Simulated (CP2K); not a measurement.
Two runs for the Cl L₂,₃ edge of chloride dihydrate. Run A: CP2K XAS_TDP, all-electron GAPW, PBEh(45%), aug-pc-1, TDA, ZORA, spin–orbit coupling. Run B differs in one setting.

First lines with a strength over 0.0003. A:

| atom | energy (eV) | states | strength, one atom |
| --- | --- | --- | --- |
| Cl1 (takes 2 H bonds) | 197.51 | 3 | 0.0005 |
|  | 197.52 | 2 | 0.0009 |
|  | 198.11 | 3 | 0.0004 |
|  | 198.12 | 1 | 0.0004 |
|  | 198.14 | 1 | 0.0005 |

B:

| atom | energy (eV) | states | strength, one atom |
| --- | --- | --- | --- |
| Cl1 (takes 2 H bonds) | 200.73 | 3 | 0.0005 |
|  | 200.75 | 2 | 0.0009 |
|  | 201.34 | 3 | 0.0004 |
|  | 201.35 | 1 | 0.0004 |
|  | 201.37 | 1 | 0.0005 |

Which was it: GW2X switched on, the basis, the functional?

GW2X switched on. GW2X shifts the lines nearly together; each 2p level gets its own shift. The lowest line over the strength cut lies at 200.73 eV, against 197.51 eV (PBEh(45%), aug-pc-1).

[Hosts, paths, dates, database ids (printed as entryN), source tags and the programs' standing remarks are cut or masked in the printed files.]
